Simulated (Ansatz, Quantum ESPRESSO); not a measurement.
# Ballistic transmission: Be chain with one atom pushed 1.0 Å aside at constant bond length, part 2 of 5

How well does the junction conduct in the ballistic limit? It is: Be chain with one atom pushed 1.0 Å aside at constant bond length.

Quantum ESPRESSO 7.5; plane-wave DFT, PBE, GBRV ultrasoft pseudopotentials; cross-check by Ansatz 0.2.0 with PAW datasets.

So far. Step 2 (SCF with pw.x): The run needed 22 iterations to bring the estimated error under 1e-07 Ry; the largest force on any atom, held or free, is 1.14 eV/Å.

## 3. Transmission with pwcond.x

Level of this step: transmission by pwcond, lead and junction from one cell; plane-wave DFT, PBE, GBRV ultrasoft pseudopotentials (Quantum ESPRESSO).

prefixt takes both regions from one run: the lead from 0 to bdl, the scattering region from bdl to bds (units of alat). ikind = 1 puts the same lead on both sides. The program's T_tot counts both spins in a run without spin; the tables below give T per spin.

Input file cond.in:

```
&inputcond
  outdir = './out'
  prefixt = 'scf'
  tran_file = 'cond.dat'
  bdl = 0.5733333333
  bds = 3.0875431013
  ikind = 1
  ewind = 4.0
  epsproj = 1e-05
  nz1 = 7
  energy0 = 2.0
  denergy = -0.1
/
1
  0.00000000 0.00000000 1.00000000
41
```

Started as:

```
$ OMP_NUM_THREADS=1 mpirun -n 2 pwcond.x -in cond.in > cond.out
```

The program printed:

```text
[banner, memory and clock lines left out]
Program PWCOND v.7.5 starts

          URL

     ./out/scf.save/

     IMPORTANT: XC functional enforced from input :
     Exchange-correlation= PBE
                           (   1   4   3   4   0   0   0)
     Any further DFT definition will be discarded
     Please, verify this is what you really want

     negative rho (up, down):  1.167E-02 0.000E+00
     Reading collected, re-writing distributed wavefunctions

===== INPUT FILE containing all the regions =====

     GEOMETRY:

     lattice parameter (alat)  =      14.1729  a.u.
     the volume                =    8790.0920 (a.u.)^3
     the cross section         =     200.8724 (a.u.)^2
     l of the unit cell        =       3.0875 (alat)
     number of atoms/cell      =           11
     number of atomic types    =            1

     crystal axes: (cart. coord. in units of alat)
               a(1) = (  1.0000  0.0000  0.0000 )
               a(2) = (  0.0000  1.0000  0.0000 )
               a(3) = (  0.0000  0.0000  3.0875 )

   Cartesian axes

     site n.     atom                  positions (alat units)
          1        Be     tau(  1)=(  0.5000  0.5000  3.0875  )
          2        Be     tau(  2)=(  0.5000  0.5000  0.2867  )
          3        Be     tau(  3)=(  0.5000  0.5000  0.5733  )
          4        Be     tau(  4)=(  0.5000  0.5000  0.8600  )
          5        Be     tau(  5)=(  0.5000  0.5000  1.1467  )
          6        Be     tau(  6)=(  0.6333  0.5000  1.4004  )
          7        Be     tau(  7)=(  0.5000  0.5000  1.6542  )
          8        Be     tau(  8)=(  0.5000  0.5000  1.9409  )
          9        Be     tau(  9)=(  0.5000  0.5000  2.2275  )
         10        Be     tau( 10)=(  0.5000  0.5000  2.5142  )
         11        Be     tau( 11)=(  0.5000  0.5000  2.8009  )

     nr1s                      =           54
     nr2s                      =           54
     nr3s                      =          180
     nr1sx                     =           54
     nr2sx                     =           54
     nr3sx                     =          180
     nr1                       =           60
     nr2                       =           60
     nr3                       =          192
     nr1x                      =           60
     nr2x                      =           60
     nr3x                      =          192

 _______________________________
  Radii of nonlocal spheres:

     type       ibeta     ang. mom.          radius (alat units)
       Be         1         0                    0.1141
       Be         2         0                    0.1141
       Be         3         0                    0.1141
       Be         4         1                    0.1141
       Be         5         1                    0.1141
       Be         6         2                    0.1141
----- General information -----

--- T calc. with identical leads (ikind=1) ---

     nrx                       =           54
     nry                       =           54
     nz1                       =            7

     energy0               =         2.0E+00
     denergy               =        -1.0E-01
     nenergy               =         41
     ecut2d                =         3.4E+01
     ewind                 =         4.0E+00
     epsproj               =         1.0E-05

     number of k_|| points=    1
                       cryst. coord.
        k(    1) = (   0.0000000   0.0000000), wk =   1.0000000
----- Information about left/right lead -----

     nocros                   =           14
     noins                    =           14
     norb                     =           42
     norbf                    =          140
     nrz                      =           33

      iorb      type   ibeta   ang. mom.   m       position (alat)
        1        1       1        0        1   taunew(   1)=(  0.5000  0.5000  0.0000)
        2        1       2        0        1   taunew(   2)=(  0.5000  0.5000  0.0000)
        3        1       3        0        1   taunew(   3)=(  0.5000  0.5000  0.0000)
        4        1       4        1        1   taunew(   4)=(  0.5000  0.5000  0.0000)
        5        1       4        1        2   taunew(   5)=(  0.5000  0.5000  0.0000)
        6        1       4        1        3   taunew(   6)=(  0.5000  0.5000  0.0000)
        7        1       5        1        1   taunew(   7)=(  0.5000  0.5000  0.0000)
        8        1       5        1        2   taunew(   8)=(  0.5000  0.5000  0.0000)
        9        1       5        1        3   taunew(   9)=(  0.5000  0.5000  0.0000)
       10        1       6        2        1   taunew(  10)=(  0.5000  0.5000  0.0000)
       11        1       6        2        2   taunew(  11)=(  0.5000  0.5000  0.0000)
       12        1       6        2        3   taunew(  12)=(  0.5000  0.5000  0.0000)
       13        1       6        2        4   taunew(  13)=(  0.5000  0.5000  0.0000)
       14        1       6        2        5   taunew(  14)=(  0.5000  0.5000  0.0000)
       15        1       1        0        1   taunew(  15)=(  0.5000  0.5000  0.2867)
       16        1       2        0        1   taunew(  16)=(  0.5000  0.5000  0.2867)
       17        1       3        0        1   taunew(  17)=(  0.5000  0.5000  0.2867)
       18        1       4        1        1   taunew(  18)=(  0.5000  0.5000  0.2867)
       19        1       4        1        2   taunew(  19)=(  0.5000  0.5000  0.2867)
       20        1       4        1        3   taunew(  20)=(  0.5000  0.5000  0.2867)
       21        1       5        1        1   taunew(  21)=(  0.5000  0.5000  0.2867)
       22        1       5        1        2   taunew(  22)=(  0.5000  0.5000  0.2867)
       23        1       5        1        3   taunew(  23)=(  0.5000  0.5000  0.2867)
       24        1       6        2        1   taunew(  24)=(  0.5000  0.5000  0.2867)
       25        1       6        2        2   taunew(  25)=(  0.5000  0.5000  0.2867)
       26        1       6        2        3   taunew(  26)=(  0.5000  0.5000  0.2867)
       27        1       6        2        4   taunew(  27)=(  0.5000  0.5000  0.2867)
       28        1       6        2        5   taunew(  28)=(  0.5000  0.5000  0.2867)
       29        1       1        0        1   taunew(  29)=(  0.5000  0.5000  0.5733)
       30        1       2        0        1   taunew(  30)=(  0.5000  0.5000  0.5733)
       31        1       3        0        1   taunew(  31)=(  0.5000  0.5000  0.5733)
       32        1       4        1        1   taunew(  32)=(  0.5000  0.5000  0.5733)
       33        1       4        1        2   taunew(  33)=(  0.5000  0.5000  0.5733)
[...]
115        1       3        0        1   taunew( 115)=(  0.5000  0.5000  2.2275)
      116        1       4        1        1   taunew( 116)=(  0.5000  0.5000  2.2275)
      117        1       4        1        2   taunew( 117)=(  0.5000  0.5000  2.2275)
      118        1       4        1        3   taunew( 118)=(  0.5000  0.5000  2.2275)
      119        1       5        1        1   taunew( 119)=(  0.5000  0.5000  2.2275)
      120        1       5        1        2   taunew( 120)=(  0.5000  0.5000  2.2275)
      121        1       5        1        3   taunew( 121)=(  0.5000  0.5000  2.2275)
      122        1       6        2        1   taunew( 122)=(  0.5000  0.5000  2.2275)
      123        1       6        2        2   taunew( 123)=(  0.5000  0.5000  2.2275)
      124        1       6        2        3   taunew( 124)=(  0.5000  0.5000  2.2275)
      125        1       6        2        4   taunew( 125)=(  0.5000  0.5000  2.2275)
      126        1       6        2        5   taunew( 126)=(  0.5000  0.5000  2.2275)
      127        1       1        0        1   taunew( 127)=(  0.5000  0.5000  2.5142)
      128        1       2        0        1   taunew( 128)=(  0.5000  0.5000  2.5142)
      129        1       3        0        1   taunew( 129)=(  0.5000  0.5000  2.5142)
      130        1       4        1        1   taunew( 130)=(  0.5000  0.5000  2.5142)
      131        1       4        1        2   taunew( 131)=(  0.5000  0.5000  2.5142)
      132        1       4        1        3   taunew( 132)=(  0.5000  0.5000  2.5142)
      133        1       5        1        1   taunew( 133)=(  0.5000  0.5000  2.5142)
      134        1       5        1        2   taunew( 134)=(  0.5000  0.5000  2.5142)
      135        1       5        1        3   taunew( 135)=(  0.5000  0.5000  2.5142)
      136        1       6        2        1   taunew( 136)=(  0.5000  0.5000  2.5142)
      137        1       6        2        2   taunew( 137)=(  0.5000  0.5000  2.5142)
      138        1       6        2        3   taunew( 138)=(  0.5000  0.5000  2.5142)
      139        1       6        2        4   taunew( 139)=(  0.5000  0.5000  2.5142)
      140        1       6        2        5   taunew( 140)=(  0.5000  0.5000  2.5142)
 ngper, shell number =          545          70
 ngper, n2d =          545         210
---  E-Ef =    2.0000000  k =    0.0000000   0.0000000
---  ie =          1  ik =          1
 Nchannels of the left tip =            2
 Right moving states:
   k1(2pi/a)   k2(2pi/a)   E-Ef (eV)
   0.4861726   0.0000000   2.0000000
   0.4864077  -0.0000000   2.0000000
 Left moving states:
   k1(2pi/a)   k2(2pi/a)   E-Ef (eV)
  -0.4861726   0.0000000   2.0000000
  -0.4864077  -0.0000000   2.0000000

 to transmit
 Band j to band i transmissions and reflections:
    j         i     |T_ij|^2    |R_ij|^2

    1 -->     1     0.29502     0.70498
    1 -->     2     0.00000     0.00000
   Total T_j, R_j =    0.29502  0.70498

    2 -->     1     0.00000     0.00000
    2 -->     2     0.98994     0.01005
   Total T_j, R_j =    0.98995  0.01005

E-Ef(ev), T(x2 spins) =    2.0000000   2.5699219
---  E-Ef =    1.9000000  k =    0.0000000   0.0000000
---  ie =          2  ik =          1
 Nchannels of the left tip =            2
 Right moving states:
   k1(2pi/a)   k2(2pi/a)   E-Ef (eV)
   0.4727130   0.0000000   1.9000000
   0.4729580  -0.0000000   1.9000000
 Left moving states:
   k1(2pi/a)   k2(2pi/a)   E-Ef (eV)
  -0.4727130   0.0000000   1.9000000
  -0.4729580  -0.0000000   1.9000000

 to transmit
 Band j to band i transmissions and reflections:
    j         i     |T_ij|^2    |R_ij|^2

    1 -->     1     0.47067     0.52933
    1 -->     2     0.00000     0.00000
   Total T_j, R_j =    0.47067  0.52933

    2 -->     1     0.00000     0.00000
    2 -->     2     0.99439     0.00561
   Total T_j, R_j =    0.99439  0.00561

E-Ef(ev), T(x2 spins) =    1.9000000   2.9301220
---  E-Ef =    1.8000000  k =    0.0000000   0.0000000
---  ie =          3  ik =          1
 Nchannels of the left tip =            2
 Right moving states:
   k1(2pi/a)   k2(2pi/a)   E-Ef (eV)
   0.4588842   0.0000000   1.8000000
   0.4591382  -0.0000000   1.8000000
 Left moving states:
   k1(2pi/a)   k2(2pi/a)   E-Ef (eV)
  -0.4588842   0.0000000   1.8000000
  -0.4591382  -0.0000000   1.8000000

 to transmit
 Band j to band i transmissions and reflections:
    j         i     |T_ij|^2    |R_ij|^2

    1 -->     1     0.58525     0.41475
    1 -->     2     0.00000     0.00000
   Total T_j, R_j =    0.58525  0.41475

    2 -->     1     0.00000     0.00000
    2 -->     2     0.99547     0.00453
   Total T_j, R_j =    0.99547  0.00453

E-Ef(ev), T(x2 spins) =    1.8000000   3.1614414
[... further energies and points left out ...]
---  E-Ef =   -1.8000000  k =    0.0000000   0.0000000
---  ie =         39  ik =          1
 Nchannels of the left tip =            1
 Right moving states:
   k1(2pi/a)   k2(2pi/a)   E-Ef (eV)
  -0.3462810   0.0000017  -1.8000000
 Left moving states:
   k1(2pi/a)   k2(2pi/a)   E-Ef (eV)
   0.3462810   0.0000017  -1.8000000

 to transmit
 Band j to band i transmissions and reflections:
    j         i     |T_ij|^2    |R_ij|^2

    1 -->     1     0.97954     0.02046
   Total T_j, R_j =    0.97954  0.02046

E-Ef(ev), T(x2 spins) =   -1.8000000   1.9590760
---  E-Ef =   -1.9000000  k =    0.0000000   0.0000000
---  ie =         40  ik =          1
 Nchannels of the left tip =            1
 Right moving states:
   k1(2pi/a)   k2(2pi/a)   E-Ef (eV)
  -0.3627122   0.0000017  -1.9000000
 Left moving states:
   k1(2pi/a)   k2(2pi/a)   E-Ef (eV)
   0.3627122   0.0000017  -1.9000000

 to transmit
 Band j to band i transmissions and reflections:
    j         i     |T_ij|^2    |R_ij|^2

    1 -->     1     0.98172     0.01828
   Total T_j, R_j =    0.98172  0.01828

E-Ef(ev), T(x2 spins) =   -1.9000000   1.9634347
---  E-Ef =   -2.0000000  k =    0.0000000   0.0000000
---  ie =         41  ik =          1
 Nchannels of the left tip =            1
 Right moving states:
   k1(2pi/a)   k2(2pi/a)   E-Ef (eV)
  -0.3792927   0.0000017  -2.0000000
 Left moving states:
   k1(2pi/a)   k2(2pi/a)   E-Ef (eV)
   0.3792927   0.0000017  -2.0000000

 to transmit
 Band j to band i transmissions and reflections:
    j         i     |T_ij|^2    |R_ij|^2

    1 -->     1     0.98311     0.01689
   Total T_j, R_j =    0.98311  0.01689

E-Ef(ev), T(x2 spins) =   -2.0000000   1.9662201
   T_tot     2.00000      0.25699E+01
   T_tot     1.90000      0.29301E+01
   T_tot     1.80000      0.31614E+01
   T_tot     1.70000      0.32995E+01
   T_tot     1.60000      0.33722E+01
   T_tot     1.50000      0.33967E+01
   T_tot     1.40000      0.33835E+01
   T_tot     1.30000      0.33398E+01
   T_tot     1.20000      0.32720E+01
   T_tot     1.10000      0.31862E+01
   T_tot     1.00000      0.30869E+01
   T_tot     0.90000      0.29754E+01
   T_tot     0.80000      0.28481E+01
   T_tot     0.70000      0.26978E+01
   T_tot     0.60000      0.25228E+01
   T_tot     0.50000      0.23417E+01
   T_tot     0.40000      0.22031E+01
   T_tot     0.30000      0.21789E+01
   T_tot     0.20000      0.22347E+01
   T_tot     0.10000      0.00000E+00
   T_tot    -0.00000      0.00000E+00
   T_tot    -0.10000      0.00000E+00
   T_tot    -0.20000      0.00000E+00
   T_tot    -0.30000      0.51115E+00
   T_tot    -0.40000      0.10315E+01
   T_tot    -0.50000      0.13304E+01
   T_tot    -0.60000      0.15199E+01
   T_tot    -0.70000      0.16452E+01
   T_tot    -0.80000      0.17302E+01
   T_tot    -0.90000      0.17893E+01
   T_tot    -1.00000      0.18315E+01
   T_tot    -1.10000      0.18627E+01
   T_tot    -1.20000      0.18867E+01
   T_tot    -1.30000      0.19058E+01
   T_tot    -1.40000      0.19213E+01
   T_tot    -1.50000      0.19341E+01
   T_tot    -1.60000      0.19446E+01
   T_tot    -1.70000      0.19529E+01
   T_tot    -1.80000      0.19591E+01
   T_tot    -1.90000      0.19634E+01
   T_tot    -2.00000      0.19662E+01

Note: The following floating-point exceptions are signalling: IEEE_UNDERFLOW_FLAG
Note: The following floating-point exceptions are signalling: IEEE_UNDERFLOW_FLAG
```

Elapsed: 8.9 min, on 2 MPI ranks of Arm Neoverse V1, shared host; peak memory 0.39 GiB.

This step gave:

```
lead channels at the Fermi level, one spin : 0
transmission at the Fermi level, one spin  : 0
conductance                                : 0 G₀
```

Per spin. Open channels against energy, zero at the Fermi level:

energy (eV), open channels and a bar:
```
    -2.00       1.00 ###############
    -1.90       1.00 ###############
    -1.70       1.00 ###############
    -1.60       1.00 ###############
    -1.40       1.00 ###############
    -1.30       1.00 ###############
    -1.20       1.00 ###############
    -1.00       1.00 ###############
    -0.90       1.00 ###############
    -0.80       1.00 ###############
    -0.60       1.00 ###############
    -0.50       1.00 ###############
    -0.30       1.00 ###############
    -0.20       0.00 
    -0.10       0.00 
     0.00       0.00 
     0.10       0.00 
     0.20       2.00 ##############################
     0.30       2.00 ##############################
     0.50       2.00 ##############################
     0.60       2.00 ##############################
     0.80       2.00 ##############################
     0.90       2.00 ##############################
     1.00       2.00 ##############################
     1.20       2.00 ##############################
     1.30       2.00 ##############################
     1.40       2.00 ##############################
     1.60       2.00 ##############################
     1.70       2.00 ##############################
     1.90       2.00 ##############################
     2.00       2.00 ##############################
```

Per spin. Table of transmission by energy, zero at the Fermi level:

```csv
energy (eV),transmission
-2.00,0.983
-1.90,0.982
-1.80,0.980
-1.70,0.976
-1.60,0.972
-1.50,0.967
-1.40,0.961
-1.20,0.943
-1.10,0.931
-1.00,0.916
-0.90,0.895
-0.80,0.865
-0.70,0.823
-0.60,0.760
-0.50,0.665
-0.40,0.516
-0.30,0.256
-0.20,0
-0.10,0
0.00,0
0.10,0
0.20,1.12
0.30,1.09
0.40,1.10
0.50,1.17
0.60,1.26
0.70,1.35
0.80,1.42
0.90,1.49
1.00,1.54
1.10,1.59
1.20,1.64
1.40,1.69
1.50,1.70
1.60,1.69
1.70,1.65
1.80,1.58
1.90,1.47
2.00,1.28
```

The program's own clock; routines nest. Time by routine:

| routine | wall time (s) | calls |
| --- | --- | --- |
| PWCOND | 535 | 1 |
| scatter_forw | 454.5 | 82 |
| compbs | 54.86 | 41 |
| compbs_2 | 43.74 | 41 |
| local | 19.08 | 1 |
| init | 0.9 | 1 |
| poten | 0.08 | 1 |

At no point does T exceed the number of channels.

(Continued in part 3 of 5.)

[Logs are printed without paths, hosts, clocks, repeated set-up lines and the standing remarks that a program may print on its own settings, such as how far it seeks lower states.]

[Hosts, paths, dates, database ids (printed as entryN), source tags and the programs' standing remarks are cut or masked in the printed files.]

[Maps of the electrostatic potential energy from Ansatz leave out the sawtooth potential of an applied field or a dipole correction, so their vacuum need not be flat; planar profiles and work functions include it.]
